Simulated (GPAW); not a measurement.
## Near-edge structure at the Mg K edge of MgNi3C (Pm-3m)

Aim: the near-edge shape at the Mg K edge of MgNi3C (Pm-3m), and what the core hole does to it.

Calculated with GPAW 26.7.0; X-ray absorption from dipole matrix elements to empty bands, plane-wave PAW LDA.

This is a report of a sequence of runs, with most program output left out.

**1. The starting structure**

Symmetry: Pm-3m, No. 221, cubic system. The conventional cell has a = 3.809 Å, b = 3.809 Å, c = 3.809 Å, α = 90.00°, β = 90.00°, γ = 90.00°. Nearest to Ni lie 2 C at 1.90 Å and 4 Mg at 2.69 Å and 8 Ni at 2.69 Å. Nearest to Mg lie 12 Ni at 2.69 Å. Nearest to C lie 6 Ni at 1.90 Å. Farther neighbours are not listed.

Coordinates:

```cif
data_structure
_symmetry_space_group_name_H-M 'P 1'
_symmetry_Int_Tables_number 1
_cell_length_a 3.8089
_cell_length_b 3.8089
_cell_length_c 3.8089
_cell_angle_alpha 90.000
_cell_angle_beta 90.000
_cell_angle_gamma 90.000
_cell_volume 55.26
loop_
_atom_site_label
_atom_site_type_symbol
_atom_site_fract_x
_atom_site_fract_y
_atom_site_fract_z
_atom_site_occupancy
Ni1 Ni 0.50000 0.50000 0.00000 1
Ni2 Ni 0.50000 0.00000 0.50000 1
Ni3 Ni 0.00000 0.50000 0.50000 1
Mg4 Mg 0.00000 0.00000 0.00000 1
C5 C 0.50000 0.50000 0.50000 1
```

**2. Ground state of the crystal**

A plain self-consistent run shows whether there is a gap and which moments survive; both decide the set-up of the core-hole run.

The input, scf.py:

```python
import numpy as np
from ase import Atoms
from ase.parallel import parprint, paropen
from gpaw import GPAW, PW, FermiDirac, Mixer, MixerDif, setup_paths
from gpaw.test import gen
setup_paths.insert(0, '.')
gen('Mg', name='nch1s', xcname='LDA', corehole=(1, 0, 0), write_xml=True)
from gpaw.mpi import world
world.barrier()

atoms = Atoms('Ni3MgC',
    cell=[[3.8089, 0, 0],
     [0, 3.8089, 0],
     [0, 0, 3.8089]],
    scaled_positions=[[0.5, 0.5, 0],
     [0.5, 0, 0.5],
     [0, 0.5, 0.5],
     [0, 0, 0],
     [0.5, 0.5, 0.5]],
    magmoms=[2.0, 2.0, 2.0, 0.0, 0.0],
    pbc=True)
atoms.calc = calc = GPAW(legacy_gpaw=True, mode=PW(430, force_complex_dtype=True), xc='LDA', setups={3: 'nch1s'},
    kpts={'size': (7, 7, 7), 'gamma': True}, occupations=FermiDirac(0.05),
    charge=0, mixer=MixerDif(0.05, 8, 50), maxiter=150,
    convergence={'density': 0.0001, 'eigenstates': 1e-6}, txt='scf.txt')
energy = atoms.get_potential_energy() + calc.get_reference_energy()
ef = calc.get_fermi_level()
out = dict(energy=energy, fermi=ef, forces=atoms.get_forces().tolist(), magmoms=atoms.get_magnetic_moments().tolist())
parprint(f'all-electron energy {energy:.4f} eV, Fermi level {ef:.4f} eV')
ev = np.array([[calc.get_eigenvalues(k, s) for k in range(len(calc.get_ibz_k_points()))] for s in range(calc.get_number_of_spins())])
out['homo'], out['lumo'], out['counts'] = ev[ev < ef].max(), ev[ev > ef].min(), sorted(set((ev < ef).sum((0, 2)).tolist()))
out['filled'] = (ev[:, 0] < ef).sum(1).tolist()
import json
with paropen('out.json', 'w') as f:
    json.dump(out, f)
```

The run is started by

```sh
OMP_NUM_THREADS=1 mpirun -n 4 gpaw python scf.py
```

Elapsed: 13 s, on 4 MPI ranks of Intel Xeon Platinum 8488C (Sapphire Rapids), shared host; peak memory 0.24 GiB.

The mesh shows no gap, so the system is treated as a metal and the core electron is put at the Fermi level (neutral cell).

**3. Spectrum without a core hole, Mg atom 4**

Without a hole the spectrum is the empty density of states of the right symmetry on the absorber, weighted by matrix elements. It needs only the small cell and serves as the baseline. The data set with a hole of occupation 0 only carries the core orbital.

The absorber has 12 Ni at 2.69 Å (cuboctahedral, site symmetry m-3m).

The input, xas.py:

```python
import numpy as np
from ase import Atoms
from ase.parallel import parprint, paropen
from gpaw import GPAW, PW, FermiDirac, Mixer, MixerDif, setup_paths
from gpaw.test import gen
setup_paths.insert(0, '.')
gen('Mg', name='nch1s', xcname='LDA', corehole=(1, 0, 0), write_xml=True)
from gpaw.mpi import world
world.barrier()

atoms = Atoms('Ni3MgC',
    cell=[[3.8089, 0, 0],
     [0, 3.8089, 0],
     [0, 0, 3.8089]],
    scaled_positions=[[0.5, 0.5, 0],
     [0.5, 0, 0.5],
     [0, 0.5, 0.5],
     [0, 0, 0],
     [0.5, 0.5, 0.5]],
    magmoms=[2.0, 2.0, 2.0, 0.0, 0.0],
    pbc=True)
atoms.calc = calc = GPAW(legacy_gpaw=True, mode=PW(430, force_complex_dtype=True), xc='LDA', setups={3: 'nch1s'},
    kpts={'size': (9, 9, 9), 'gamma': True}, occupations=FermiDirac(0.1),
    charge=0, mixer=MixerDif(0.05, 8, 50), maxiter=150,
    convergence={'density': 0.0001, 'eigenstates': 1e-6}, txt='scf.txt')
energy = atoms.get_potential_energy() + calc.get_reference_energy()
ef = calc.get_fermi_level()
out = dict(energy=energy, fermi=ef, forces=atoms.get_forces().tolist(), magmoms=atoms.get_magnetic_moments().tolist())
parprint(f'all-electron energy {energy:.4f} eV, Fermi level {ef:.4f} eV')
ev = np.array([[calc.get_eigenvalues(k, s) for k in range(len(calc.get_ibz_k_points()))] for s in range(calc.get_number_of_spins())])
out['homo'], out['lumo'], out['counts'] = ev[ev < ef].max(), ev[ev > ef].min(), sorted(set((ev < ef).sum((0, 2)).tolist()))
out['filled'] = (ev[:, 0] < ef).sum(1).tolist()

from ase.units import Ha
from gpaw.xas import dipole_matrix_elements
nb = int(calc.get_number_of_electrons() / 2) + 51
top = nb
nscf = calc.fixed_density(kpts={'size': (8, 8, 8), 'gamma': True},
    convergence={'eigenstates': 1.0}, txt='nscf.txt')
nscf.diagonalize_full_hamiltonian(nbands=nb)
cell = atoms.cell.array
ops = [cell.T @ U.T @ np.linalg.inv(cell.T) for U in nscf.wfs.kd.symmetry.op_scc]
E = np.arange(-25, 34, 0.1)
fwhm = np.interp(E, [4, 25], [0.9, 3.5])
Y, X, zero, highest = 0, 0, 1e9, 1e9
for spin in range(nscf.get_number_of_spins()):
    wfs = nscf.wfs
    mine = wfs.bd.get_slice()  # this rank's bands
    A = dipole_matrix_elements(wfs.setups[3])
    eps = np.zeros((wfs.kd.nibzkpts, nb))
    d = np.zeros((3, A.shape[1], wfs.kd.nibzkpts, nb), complex)
    for kpt in wfs.kpt_u:
        if kpt.s == spin and 3 in kpt.P_ani:
            eps[kpt.k, mine] = kpt.eps_n * Ha
            d[:, :, kpt.k, mine] = (kpt.weight * wfs.nspins / 2) ** 0.5 * np.inner(A, kpt.P_ani[3])
    world.sum(eps)
    world.sum(d)
    T = np.einsum('amkn,bmkn->abkn', d, d.conj()).real
    T = sum(np.einsum('ai,ijkn,bj->abkn', R, T, R) for R in ops) / len(ops)
    empty = eps > ef
    zero, highest = min(zero, eps[empty].min()), min(highest, eps[:, top - 1].min())
    lines = [(eps, T, empty)] if spin == 0 else lines + [(eps, T, empty)]
for eps, T, empty in lines:
    f = np.einsum('aakn->akn', T).reshape(3, -1)
    x = eps.ravel() - zero
    w = np.interp(x, E, fwhm) / 2.35482
    g = np.exp(-0.5 * ((E[:, None] - x) / w) ** 2) / (w * (2 * np.pi) ** 0.5)
    Y = Y + (f * empty.ravel()) @ g.T
    X = X + (f * ~empty.ravel()) @ g.T
out.update(E=E.round(2).tolist(), xas=Y.tolist(), xes=X.tolist(), zero=zero, valid=highest - zero, nk=len(eps), nb=nb)
for i in range(0, len(E), 10):
    parprint(f'{E[i]:7.2f}', *(f'{v:10.3e}' for v in Y[:, i]))
import json
with paropen('out.json', 'w') as f:
    json.dump(out, f)
```

The run is started by

```sh
OMP_NUM_THREADS=1 mpirun -n 4 gpaw python xas.py
```

It took 65 s on 4 MPI ranks; peak memory 0.44 GiB.

The Mg K spectrum, Mg atom 4, no core hole (energy from the lowest empty level; intensity scaled to a mean of 1 over the first 20 eV):

```
E (eV)  intensity
  -2.0       0.00
  -1.5       0.00
  -1.0       0.00
  -0.5       0.03
   0.0       0.14
   0.5       0.21
   1.0       0.14
   1.5       0.20
   2.0       0.31
   2.5       0.34
   3.0       0.47
   3.5       0.93
   4.0       1.46
   4.5       1.43
   5.0       1.32
   5.5       1.56
   6.0       1.40
   6.5       1.13
   7.0       1.04
   7.5       0.87
   8.0       0.67
   8.5       0.59
   9.0       0.61
   9.5       0.66
  10.0       0.73
  10.5       0.78
  11.0       0.78
  11.5       0.76
  12.0       0.71
  12.5       0.68
  13.0       0.67
  13.5       0.70
  14.0       0.76
  14.5       0.88
  15.0       1.02
  15.5       1.21
  16.0       1.43
  16.5       1.67
  17.0       1.86
  17.5       1.94
  18.0       1.91
  18.5       1.81
  19.0       1.73
  19.5       1.70
  20.0       1.69
  20.5       1.67
  21.0       1.60
  21.5       1.49
  22.0       1.36
  22.5       1.22
  23.0       1.11
  23.5       1.02
  24.0       0.94
  24.5       0.88
  25.0       0.81
  25.5       0.74
  26.0       0.68
  26.5       0.62
  27.0       0.58
  27.5       0.55
  28.0       0.54
  28.5       0.54
  29.0       0.54
  29.5       0.53
  30.0       0.51
  30.5       0.48
  31.0       0.45
  31.5       0.42
  32.0       0.40
```

Main maxima below 24 eV (height): 0.4 eV (0.21), 4.2 eV (1.52), 5.6 eV (1.57), 10.9 eV (0.79) and 17.6 eV (1.94). A K edge sees empty p states on the absorber.

The same matrix elements for filled bands give the Mg K emission of Mg atom 4 (ground-state approximation; energy from the lowest empty level, largest value 1):

| E (eV) | emission |
| --- | --- |
| -24.00 | 0.00 |
| -23.25 | 0.00 |
| -22.50 | 0.00 |
| -21.75 | 0.00 |
| -21.00 | 0.00 |
| -20.25 | 0.00 |
| -19.50 | 0.00 |
| -18.75 | 0.00 |
| -18.00 | 0.00 |
| -17.25 | 0.00 |
| -16.50 | 0.00 |
| -15.75 | 0.00 |
| -15.00 | 0.00 |
| -14.25 | 0.00 |
| -13.50 | 0.00 |
| -12.75 | 0.02 |
| -12.00 | 0.01 |
| -11.25 | 0.00 |
| -10.50 | 0.00 |
| -9.75 | 0.00 |
| -9.00 | 0.00 |
| -8.25 | 0.00 |
| -7.50 | 0.04 |
| -6.75 | 0.13 |
| -6.00 | 0.10 |
| -5.25 | 0.11 |
| -4.50 | 0.13 |
| -3.75 | 0.36 |
| -3.00 | 1.00 |
| -2.25 | 0.54 |
| -1.50 | 0.28 |
| -0.75 | 0.13 |
| 0.00 | 0.16 |
| 0.75 | 0.01 |
| 1.50 | 0.00 |
| 2.25 | 0.00 |
| 3.00 | 0.00 |

Emission maxima: -3.0 eV (1.00) and -0.2 eV (0.19).

**4. Supercell without a hole, the energy reference**

The photon energy needs a difference of total energies, so the cell and mesh of the coming hole run are first run without a hole.

Edit scf.py of step 2 so:

```diff
@@ -10,15 +10,20 @@
 
-atoms = Atoms('Ni3MgC',
-    cell=[[3.8089, 0, 0],
-     [0, 3.8089, 0],
-     [0, 0, 3.8089]],
-    scaled_positions=[[0.5, 0.5, 0],
+atoms = Atoms('Ni6Mg2C2',
+    cell=[[3.8089, 0, 3.8089],
+     [0, 3.8089, 3.8089],
+     [-3.8089, 0, 3.8089]],
+    scaled_positions=[[0, 0.5, 0.5],
+     [0.5, 0.5, 0],
+     [0.5, 0, 0],
+     [0, 0, 0.5],
+     [0, 0.5, 0],
+     [0.5, 0.5, 0.5],
+     [0, 0, 0],
      [0.5, 0, 0.5],
-     [0, 0.5, 0.5],
-     [0, 0, 0],
-     [0.5, 0.5, 0.5]],
-    magmoms=[2.0, 2.0, 2.0, 0.0, 0.0],
+     [0.25, 0.5, 0.75],
+     [0.75, 0.5, 0.25]],
+    magmoms=[2.0, 2.0, 2.0, 2.0, 2.0, 2.0, 0.0, 0.0, 0.0, 0.0],
     pbc=True)
-atoms.calc = calc = GPAW(legacy_gpaw=True, mode=PW(430, force_complex_dtype=True), xc='LDA', setups={3: 'nch1s'},
-    kpts={'size': (7, 7, 7), 'gamma': True}, occupations=FermiDirac(0.05),
+atoms.calc = calc = GPAW(legacy_gpaw=True, mode=PW(430, force_complex_dtype=True), xc='LDA', setups={6: 'nch1s'},
+    kpts={'size': (7, 7, 7), 'gamma': True}, occupations=FermiDirac(0.1),
     charge=0, mixer=MixerDif(0.05, 8, 50), maxiter=150,
```

The run is started by

```sh
OMP_NUM_THREADS=1 mpirun -n 4 gpaw python scf.py
```

Elapsed: 53 s, on 4 MPI ranks; peak memory 0.41 GiB; 3.5 min of CPU time.

Reference energy: -260771.676 eV with the cores included.

**5. Spectrum with XCH, Mg atom 4**

The holes are 5.4 Å apart. In GPAW the data set carries the hole's charge, so charge=0 means a charged cell and charge=-1 a neutral one. The excited electron is kept in the cell, where it fills the lowest empty states and screens the hole. After the field has converged, empty bands are computed with the density fixed and the dipole matrix elements are summed.

Edit xas.py of step 3 so:

```diff
@@ -6,3 +6,3 @@
 setup_paths.insert(0, '.')
-gen('Mg', name='nch1s', xcname='LDA', corehole=(1, 0, 0), write_xml=True)
+gen('Mg', name='fch1s', xcname='LDA', corehole=(1, 0, 1), write_xml=True)
 from gpaw.mpi import world
@@ -10,16 +10,21 @@
 
-atoms = Atoms('Ni3MgC',
-    cell=[[3.8089, 0, 0],
-     [0, 3.8089, 0],
-     [0, 0, 3.8089]],
-    scaled_positions=[[0.5, 0.5, 0],
+atoms = Atoms('Ni6Mg2C2',
+    cell=[[3.8089, 0, 3.8089],
+     [0, 3.8089, 3.8089],
+     [-3.8089, 0, 3.8089]],
+    scaled_positions=[[0, 0.5, 0.5],
+     [0.5, 0.5, 0],
+     [0.5, 0, 0],
+     [0, 0, 0.5],
+     [0, 0.5, 0],
+     [0.5, 0.5, 0.5],
+     [0, 0, 0],
      [0.5, 0, 0.5],
-     [0, 0.5, 0.5],
-     [0, 0, 0],
-     [0.5, 0.5, 0.5]],
-    magmoms=[2.0, 2.0, 2.0, 0.0, 0.0],
+     [0.25, 0.5, 0.75],
+     [0.75, 0.5, 0.25]],
+    magmoms=[2.0, 2.0, 2.0, 2.0, 2.0, 2.0, 0.0, 0.0, 0.0, 0.0],
     pbc=True)
-atoms.calc = calc = GPAW(legacy_gpaw=True, mode=PW(430, force_complex_dtype=True), xc='LDA', setups={3: 'nch1s'},
-    kpts={'size': (9, 9, 9), 'gamma': True}, occupations=FermiDirac(0.1),
-    charge=0, mixer=MixerDif(0.05, 8, 50), maxiter=150,
+atoms.calc = calc = GPAW(legacy_gpaw=True, mode=PW(430, force_complex_dtype=True), xc='LDA', setups={6: 'fch1s'},
+    kpts={'size': (7, 7, 7), 'gamma': True}, occupations=FermiDirac(0.1),
+    charge=-1, mixer=MixerDif(0.05, 8, 50), maxiter=150,
     convergence={'density': 0.0001, 'eigenstates': 1e-6}, txt='scf.txt')
@@ -35,10 +40,9 @@
 from gpaw.xas import dipole_matrix_elements
-nb = int(calc.get_number_of_electrons() / 2) + 51
-top = nb
-nscf = calc.fixed_density(kpts={'size': (8, 8, 8), 'gamma': True},
-    convergence={'eigenstates': 1.0}, txt='nscf.txt')
-nscf.diagonalize_full_hamiltonian(nbands=nb)
+nb = int(calc.get_number_of_electrons() / 2) + 99
+top, nb = nb, nb + 8 + nb // 12
+nscf = calc.fixed_density(kpts={'size': (8, 8, 8), 'gamma': True}, nbands=nb,
+    convergence={'bands': top, 'eigenstates': 5e-3}, maxiter=60, txt='nscf.txt')
 cell = atoms.cell.array
 ops = [cell.T @ U.T @ np.linalg.inv(cell.T) for U in nscf.wfs.kd.symmetry.op_scc]
-E = np.arange(-25, 34, 0.1)
+E = np.arange(-6, 34, 0.1)
 fwhm = np.interp(E, [4, 25], [0.9, 3.5])
@@ -48,3 +52,3 @@
     mine = wfs.bd.get_slice()  # this rank's bands
-    A = dipole_matrix_elements(wfs.setups[3])
+    A = dipole_matrix_elements(wfs.setups[6])
     eps = np.zeros((wfs.kd.nibzkpts, nb))
@@ -52,5 +56,5 @@
     for kpt in wfs.kpt_u:
-        if kpt.s == spin and 3 in kpt.P_ani:
+        if kpt.s == spin and 6 in kpt.P_ani:
             eps[kpt.k, mine] = kpt.eps_n * Ha
-            d[:, :, kpt.k, mine] = (kpt.weight * wfs.nspins / 2) ** 0.5 * np.inner(A, kpt.P_ani[3])
+            d[:, :, kpt.k, mine] = (kpt.weight * wfs.nspins / 2) ** 0.5 * np.inner(A, kpt.P_ani[6])
     world.sum(eps)
```

The run is started by

```sh
OMP_NUM_THREADS=1 mpirun -n 4 gpaw python xas.py
```

The job ended after 2.6 min (4 MPI ranks; peak memory 0.64 GiB).

The Mg K spectrum, Mg atom 4, excited-electron core hole (neutral cell) (energy from the lowest empty level; intensity scaled to a mean of 1 over the first 20 eV):

```
E (eV)  intensity
  -2.0       0.00
  -1.0       0.00
   0.0       0.12
   1.0       0.19
   2.0       0.60
   3.0       1.47
   4.0       1.99
   5.0       1.20
   6.0       0.90
   7.0       0.53
   8.0       0.54
   9.0       0.73
  10.0       0.75
  11.0       0.75
  12.0       0.78
  13.0       0.92
  14.0       1.24
  15.0       1.65
  16.0       1.76
  17.0       1.44
  18.0       1.10
  19.0       0.95
  20.0       0.82
  21.0       0.67
  22.0       0.59
  23.0       0.55
  24.0       0.50
  25.0       0.44
  26.0       0.39
  27.0       0.37
  28.0       0.36
  29.0       0.35
  30.0       0.32
  31.0       0.33
  32.0       0.42
```

Main maxima below 24 eV (height): 3.7 eV (2.09) and 15.7 eV (1.78). 

The total-energy difference is 1293.95 eV.

**6. Spectrum with XCH, Mg atom 4**

This attempt departs from the first core-hole run: limit of SCF steps to 4.

Edit xas.py of step 5 so:

```diff
@@ -28,3 +28,3 @@
     kpts={'size': (7, 7, 7), 'gamma': True}, occupations=FermiDirac(0.1),
-    charge=-1, mixer=MixerDif(0.05, 8, 50), maxiter=150,
+    charge=-1, mixer=MixerDif(0.05, 8, 50), maxiter=4,
     convergence={'density': 0.0001, 'eigenstates': 1e-6}, txt='scf.txt')
@@ -42,3 +42,3 @@
 top, nb = nb, nb + 8 + nb // 12
-nscf = calc.fixed_density(kpts={'size': (8, 8, 8), 'gamma': True}, nbands=nb,
+nscf = calc.fixed_density(kpts={'size': (5, 5, 5), 'gamma': True}, nbands=nb,
     convergence={'bands': top, 'eigenstates': 5e-3}, maxiter=60, txt='nscf.txt')
```

It took 38 s on 4 MPI ranks; peak memory 0.27 GiB.

The step limit was set too low: the run stopped before it met its threshold, however near it may have come, and gives no result to build on.

**7. What the core hole does**

Both curves are counted from their own zero, so only the shift of weight within the empty states shows.

```csv
E (eV),no hole,XCH
-2.0,0.00,0.00
-1.0,0.00,0.00
0.0,0.14,0.12
1.0,0.14,0.19
2.0,0.31,0.60
3.0,0.47,1.47
4.0,1.46,1.99
5.0,1.32,1.20
6.0,1.40,0.90
7.0,1.04,0.53
8.0,0.67,0.54
9.0,0.61,0.73
10.0,0.73,0.75
11.0,0.78,0.75
12.0,0.71,0.78
13.0,0.67,0.92
14.0,0.76,1.24
15.0,1.02,1.65
16.0,1.43,1.76
17.0,1.86,1.44
18.0,1.91,1.10
19.0,1.73,0.95
20.0,1.69,0.82
21.0,1.60,0.67
22.0,1.36,0.59
23.0,1.11,0.55
24.0,0.94,0.50
25.0,0.81,0.44
26.0,0.68,0.39
27.0,0.58,0.37
28.0,0.54,0.36
29.0,0.54,0.35
30.0,0.51,0.32
31.0,0.45,0.33
32.0,0.40,0.42
```

With each curve scaled to its own mean, the area from −2 to 6 eV with the hole is 6.0 against 4.6, and the centre of weight from −1 to 20 eV moves by -1.0 eV: the hole pulls the absorber's empty states down.

**8. Results**

- absorber and edge: Mg K, atom 4 of the ground-state input (counted from 1)
- surroundings: 12 Ni at 2.69 Å (cuboctahedral, site symmetry m-3m)
- highest intensity below 16 eV: 3.7 eV above the zero, height 2.09
- photon energy of the zero (spin-polarised hole, raw): 1293.9 eV (LDA puts this hole about 6 eV below PBE, itself good to a few eV)

What this shows: The Mg K edge of atom 4, with 12 Ni at 2.69 Å (cuboctahedral, site symmetry m-3m), has its highest intensity of the first 16 eV at 3.7 eV above the zero, near 1298 eV in photon energy (LDA puts this hole about 6 eV below PBE, itself good to a few eV), 2.1 times the mean level of the first 20 eV (Gaussian full width 0.9 eV up to 4 eV, rising linearly to 3.5 eV at 25 eV). With each curve scaled to its own mean, the area from −2 to 6 eV with the hole is 6.0 against 4.6, and the centre of weight from −1 to 20 eV moves by -1.0 eV: the hole pulls the absorber's empty states down. The hole lies in one spin channel, while the script sums the empty states of both and takes the lower zero; where the two channels are split, this blurs and shifts the curve. The starting moments shrank to 0.00 μB or less, so this is hardly a magnetic state. The holes are only 5.4 Å apart, so the shape is probably not converged with cell size; no larger cell was run here. The structure is a published determination, not relaxed.

[Logs are printed without paths, hosts, clocks, repeated set-up lines and the standing remarks that a program may print on its own settings, such as how far it seeks lower states.]

[Hosts, paths, dates, database ids (printed as entryN), source tags and the programs' standing remarks are cut or masked in the printed files.]

[Lists of maxima count a maximum above −3 eV only where it reaches 4 % of the highest in the window and stands out from its surroundings by 2 % of it (1.5 % where it reaches 55 %); shoulders and weaker maxima are passed over, and of the rest the first, up to two pre-edge ones and the few strongest are named.]
